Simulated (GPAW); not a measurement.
# Se K-edge XANES of CuSe (P4/nmm)

Aim: the dependence of the Se K near-edge features of CuSe (P4/nmm) on volume.

Calculated with GPAW 26.7.0; X-ray absorption from dipole matrix elements to empty bands, plane-wave PAW LDA.

## 1. The structure

Symmetry: P4/nmm, No. 129, tetragonal system. The conventional cell has a = 3.775 Å, b = 3.775 Å, c = 5.438 Å, α = 90.00°, β = 90.00°, γ = 90.00°. Nearest to Se lie 4 Cu at 2.41 Å. Nearest to Cu lie 4 Se at 2.41 Å and 4 Cu at 2.67 Å. Farther neighbours and most contacts between anions are not listed.

Structure file:

```cif
data_structure
_symmetry_space_group_name_H-M 'P 1'
_symmetry_Int_Tables_number 1
_cell_length_a 3.7746
_cell_length_b 3.7746
_cell_length_c 5.4383
_cell_angle_alpha 90.000
_cell_angle_beta 90.000
_cell_angle_gamma 90.000
_cell_volume 77.48
loop_
_atom_site_label
_atom_site_type_symbol
_atom_site_fract_x
_atom_site_fract_y
_atom_site_fract_z
_atom_site_occupancy
Se1 Se 0.00000 0.50000 0.27700 1
Se2 Se 0.50000 0.00000 0.72300 1
Cu3 Cu 0.50000 0.50000 0.00000 1
Cu4 Cu 0.00000 0.00000 0.00000 1
```

## 2. Ground state of the crystal

The ground state comes first: it tells whether the system has a gap, which decides how the excited electron is treated.

Input file scf.py:

```python
import numpy as np
from ase import Atoms
from ase.parallel import parprint, paropen
from gpaw import GPAW, PW, FermiDirac, Mixer, MixerDif, setup_paths
from gpaw.test import gen
setup_paths.insert(0, '.')
gen('Se', name='nch1s', xcname='LDA', corehole=(1, 0, 0), write_xml=True)
from gpaw.mpi import world
world.barrier()

atoms = Atoms('Se2Cu2',
    cell=[[3.77457995, 0, 0],
     [0, 3.77457995, 0],
     [0, 0, 5.43834287]],
    scaled_positions=[[0, 0.5, 0.27700358],
     [0.5, 0, 0.72299642],
     [0.5, 0.5, 0],
     [0, 0, 0]],
    pbc=True)
atoms.calc = calc = GPAW(legacy_gpaw=True, mode=PW(430, force_complex_dtype=True), xc='LDA', setups={0: 'nch1s'},
    kpts={'size': (7, 7, 5), 'gamma': True}, occupations=FermiDirac(0.05),
    charge=0, mixer=Mixer(0.1, 5, 50), maxiter=150,
    convergence={'density': 0.0001, 'eigenstates': 1e-6}, txt='scf.txt')
energy = atoms.get_potential_energy() + calc.get_reference_energy()
ef = calc.get_fermi_level()
out = dict(energy=energy, fermi=ef, forces=atoms.get_forces().tolist())
parprint(f'all-electron energy {energy:.4f} eV, Fermi level {ef:.4f} eV')
ev = np.array([[calc.get_eigenvalues(k, s) for k in range(len(calc.get_ibz_k_points()))] for s in range(calc.get_number_of_spins())])
out['homo'], out['lumo'], out['counts'] = ev[ev < ef].max(), ev[ev > ef].min(), sorted(set((ev < ef).sum((0, 2)).tolist()))
out['filled'] = (ev[:, 0] < ef).sum(1).tolist()
import json
with paropen('out.json', 'w') as f:
    json.dump(out, f)
```

Launch:

```
OMP_NUM_THREADS=1 mpirun -n 4 gpaw python scf.py
```

Numbers of over 12 decimals in the logs are rounded to 6 here.

The log of the run:

```text
Input parameters:
  convergence: {density: 0.0001,
                eigenstates: 1e-06}
  kpts: {gamma: True,
         size: (7, 7, 5)}
  maxiter: 150
  mixer: {backend: pulay,
          beta: 0.1,
          method: separate,
          nmaxold: 5,
          weight: 50}
  mode: {ecut: 430.0,
         force_complex_dtype: True,
         name: pw}
  occupations: {fixmagmom: False,
                name: fermi-dirac,
                width: 0.05}
  setups: {0: nch1s}

Initialize ...

[... PAW data sets ...]

Reference energy: -221936.541370  # eV

Spin-paired calculation

[... convergence settings ...]
Symmetries present (total): 4
  [... symmetry matrices ...]

245 k-points: 7 x 7 x 5 Monkhorst-Pack grid
48 k-points in the irreducible part of the Brillouin zone
       k-points in crystal coordinates                weights
   0:     0.00000000    0.00000000    0.00000000          1/245
   1:     0.00000000    0.00000000    0.20000000          2/245
   2:     0.00000000    0.00000000    0.40000000          2/245
   3:     0.00000000    0.14285714    0.00000000          2/245
   4:     0.00000000    0.14285714    0.20000000          4/245
   5:     0.00000000    0.14285714    0.40000000          4/245
   6:     0.00000000    0.28571429    0.00000000          2/245
   7:     0.00000000    0.28571429    0.20000000          4/245
   8:     0.00000000    0.28571429    0.40000000          4/245
   9:     0.00000000    0.42857143    0.00000000          2/245
          ...
  47:     0.42857143    0.42857143    0.40000000          8/245

Wave functions: Plane wave expansion
  Cutoff energy: 430.000 eV
  Number of coefficients (min, max): 1553, 1588
  Pulay-stress correction: 0.000000 eV/Ang^3 (de/decut=0.000000)
  Using FFTW library
  Wavefunction extrapolation:
    Improved wavefunction reuse through dual PAW basis

Occupation numbers: Fermi-Dirac:
  width: 0.0500  # eV

Eigensolver
   Davidson(niter=2)

Densities:
  Coarse grid: 20*20*27 grid
  Fine grid: 40*40*54 grid
  Total Charge: 0.000000

Density mixing:
  Method: separate
  Backend: pulay
  Linear mixing parameter: 0.1
  old densities: 5
  Width of damping distribution: 1.1
  Damping of long wavelength oscillations: 50

[... Hamiltonian set-up ...]
Number of atoms: 4
Number of atomic orbitals: 26
Number of bands in calculation: 25
Number of valence electrons: 34
Bands to converge: occupied

... initialized

Initializing position-dependent things.

Density initialized from atomic densities
Creating initial wave functions:
  25 bands from LCAO basis set

Positions:
   0 Se     0.000000    1.887290    1.506440    ( 0.0000,  0.0000,  0.0000)
   1 Se     1.887290    0.000000    3.931902    ( 0.0000,  0.0000,  0.0000)
   2 Cu     1.887290    1.887290    0.000000    ( 0.0000,  0.0000,  0.0000)
   3 Cu     0.000000    0.000000    0.000000    ( 0.0000,  0.0000,  0.0000)

Unit cell:
           periodic     x           y           z      points  spacing
  1. axis:    yes    3.774580    0.000000    0.000000    20     0.1887
  2. axis:    yes    0.000000    3.774580    0.000000    20     0.1887
  3. axis:    yes    0.000000    0.000000    5.438343    27     0.2014

  Lengths:   3.774580   3.774580   5.438343
  Angles:   90.000000  90.000000  90.000000

Effective grid spacing dv^(1/3) = 0.1929

iter:   1   -20.367823
iter:   2   -18.235330   -1.14  -1.22
iter:   3   -17.860891   -1.26  -1.44
iter:   4   -17.779192   -2.58  -1.56
iter:   5   -17.764591   -2.25  -1.76
iter:   6   -17.739483   -3.14  -2.02
iter:   7   -17.735332   -3.11  -2.69
iter:   8   -17.735216c  -4.82  -3.03
iter:   9   -17.734921c  -4.12  -3.06
iter:  10   -17.734816c  -5.21  -3.36
iter:  11   -17.734833c  -5.84  -3.50
iter:  12   -17.734817c  -6.64c -3.71
iter:  13   -17.734806c  -6.13c -4.04c

Converged after 13 iterations.

Dipole moment: (-0.000000, -0.000000, 0.000000) |e|*Ang

Energy contributions relative to reference atoms: (reference = -221936.541370)

Kinetic:        -11.665587
Potential:       +6.362092
External:        +0.000000
XC:             -12.554383
Entropy (-ST):   -0.020957
Local:           +0.133550
SIC:             +0.000000
--------------------------
Free energy:    -17.745284
Extrapolated:   -17.734806

Showing only first 2 kpts
 Kpt  Band  Eigenvalues  Occupancy
  0    15      5.31347    0.00636
  0    16      6.20915    0.00000
  0    17      6.20915    0.00000
  0    18      7.62214    0.00000

  1    15      4.84687    1.94602
  1    16      5.94405    0.00000
  1    17      5.94405    0.00000
  1    18      8.34018    0.00000

Fermi level: 5.02611

No gap
No difference between direct/indirect transitions

Forces in eV/Ang:
  0 Se    0.00000    0.00000   -0.22898
  1 Se    0.00000    0.00000    0.22898
  2 Cu    0.00000    0.00000   -0.00000
  3 Cu    0.00000    0.00000    0.00000
Scalar-relativistic atomic LDA calculation for Se (Selenium, Z=34)
Core hole in 1s state (1s occupation: 2.0)
600 radial gridpoints.
|------------------------------------------------|
|------------------------------------------------|
[... the atom generator's iteration count ...]

Energy contributions:
-------------------------
Kinetic:    +2473.673807
XC:           -84.568572
Potential:  -4815.191637
-------------------------
Total:      -2426.086403

state      eigenvalue         ekin         rmax
-----------------------------------------------
1s^2.0 :  -458.454063   585.610500        0.029
2s^2.0 :   -58.944272   113.958427        0.165
2p^6.0 :   -51.926385   111.024402        0.132
3s^2.0 :    -7.811225    26.858720        0.503
3p^6.0 :    -5.612216    24.321149        0.500
3d^10.0:    -1.962010    19.216000        0.451
4s^2.0 :    -0.642093     3.714776        1.502
4p^4.0 :    -0.244602     2.288913        1.798
-----------------------------------------------
(units: Bohr and Hartree)

Generating PAW setup
Kinetic energy of the core from tauc = 2487.595922
Cutoffs:
rc(s)=1.600
rc(p)=1.900
rc(d)=1.600
rc(vbar)=1.440
rc(comp)=1.600
rc(nct)=1.900

Kinetic energy of the core states: 2457.088603
Charge: 0.0
Core electrons: 28.0
Valence electrons: 6.0
Pseudo-core charge: 1.089569
Shape function alpha=3.906
Pseudo-electron charge 7.390631
state    eigenvalue         norm
--------------------------------
4s(2) :    -0.642093     1.095786
*s    :     0.357907
4p(4) :    -0.244602     1.027373
*p    :     0.755398
*d    :     0.000000
--------------------------------

Diagonalizing with gridspacing h=0.050

state   all-electron     PAW
-------------------------------
4s:      -0.642093    -0.642657
4p:      -0.244602    -0.244988
*d:                    0.040490
*f:                    0.073581
-------------------------------
all-electron energy -221954.2762 eV, Fermi level 5.0261 eV
```

Elapsed: 9.2 s, on 4 MPI ranks of Arm Neoverse V2, shared host; peak memory 0.18 GiB; 36 s of CPU time.

The mesh shows no gap, so the system is treated as a metal and the core electron is put at the Fermi level (neutral cell).

## 3. Reference energy of the supercell

The photon energy needs a difference of total energies, so the cell and mesh of the coming hole run are first run without a hole.

scf.py: that of step 2 with these lines changed.

```diff
@@ -10,13 +10,25 @@
 
-atoms = Atoms('Se2Cu2',
-    cell=[[3.77457995, 0, 0],
-     [0, 3.77457995, 0],
-     [0, 0, 5.43834287]],
-    scaled_positions=[[0, 0.5, 0.27700358],
-     [0.5, 0, 0.72299642],
-     [0.5, 0.5, 0],
-     [0, 0, 0]],
+atoms = Atoms('Se8Cu8',
+    cell=[[0, 7.5491599, 0],
+     [-7.5491599, 0, 0],
+     [3.77457995, 3.77457995, 5.43834287]],
+    scaled_positions=[[0.11149821, 0.13850179, 0.27700358],
+     [0.11149821, 0.63850179, 0.27700358],
+     [0.61149821, 0.13850179, 0.27700358],
+     [0.61149821, 0.63850179, 0.27700358],
+     [0.63850179, 0.11149821, 0.72299642],
+     [0.63850179, 0.61149821, 0.72299642],
+     [0.13850179, 0.11149821, 0.72299642],
+     [0.13850179, 0.61149821, 0.72299642],
+     [0.25, 0.75, 0],
+     [0.25, 0.25, 0],
+     [0.75, 0.75, 0],
+     [0.75, 0.25, 0],
+     [0, 0, 0],
+     [0, 0.5, 0],
+     [0.5, 0, 0],
+     [0.5, 0.5, 0]],
     pbc=True)
 atoms.calc = calc = GPAW(legacy_gpaw=True, mode=PW(430, force_complex_dtype=True), xc='LDA', setups={0: 'nch1s'},
-    kpts={'size': (7, 7, 5), 'gamma': True}, occupations=FermiDirac(0.05),
+    kpts={'size': (3, 3, 3), 'gamma': True}, occupations=FermiDirac(0.1),
     charge=0, mixer=Mixer(0.1, 5, 50), maxiter=150,
```

The log of the run:

```text
Input parameters:
  convergence: {density: 0.0001,
                eigenstates: 1e-06}
  kpts: {gamma: True,
         size: (3, 3, 3)}
  maxiter: 150
  mixer: {backend: pulay,
          beta: 0.1,
          method: separate,
          nmaxold: 5,
          weight: 50}
  mode: {ecut: 430.0,
         force_complex_dtype: True,
         name: pw}
  occupations: {fixmagmom: False,
                name: fermi-dirac,
[...]
4s(2) :    -0.642093     1.095786
*s    :     0.357907
4p(4) :    -0.244602     1.027373
*p    :     0.755398
*d    :     0.000000
--------------------------------

Diagonalizing with gridspacing h=0.050

state   all-electron     PAW
-------------------------------
4s:      -0.642093    -0.642657
4p:      -0.244602    -0.244988
*d:                    0.040490
*f:                    0.073581
-------------------------------
all-electron energy -887817.0665 eV, Fermi level 4.9955 eV
[key lines of the parts left out:]
Converged after 14 iterations.
Dipole moment: (23.953516, -23.953516, -0.000000) |e|*Ang
Free energy:    -71.106619
Fermi level: 4.99546
```

Run time: 46 s. Hardware: 4 MPI ranks; peak memory 0.29 GiB; 3 min of CPU time.

Reference energy: -887817.066 eV with the cores included.

[end of part 1 of 3]

[Banner, clock and machine lines of the logs are left out without a mark of their own.]

[Logs are printed without paths, hosts, clocks, repeated set-up lines and the standing remarks that a program may print on its own settings, such as how far it seeks lower states.]

[Hosts, paths, dates, database ids (printed as entryN), source tags and the programs' standing remarks are cut or masked in the printed files.]

[Lists of maxima count a maximum above −3 eV only where it reaches 4 % of the highest in the window and stands out from its surroundings by 2 % of it (1.5 % where it reaches 55 %); shoulders and weaker maxima are passed over, and of the rest the first, up to two pre-edge ones and the few strongest are named.]
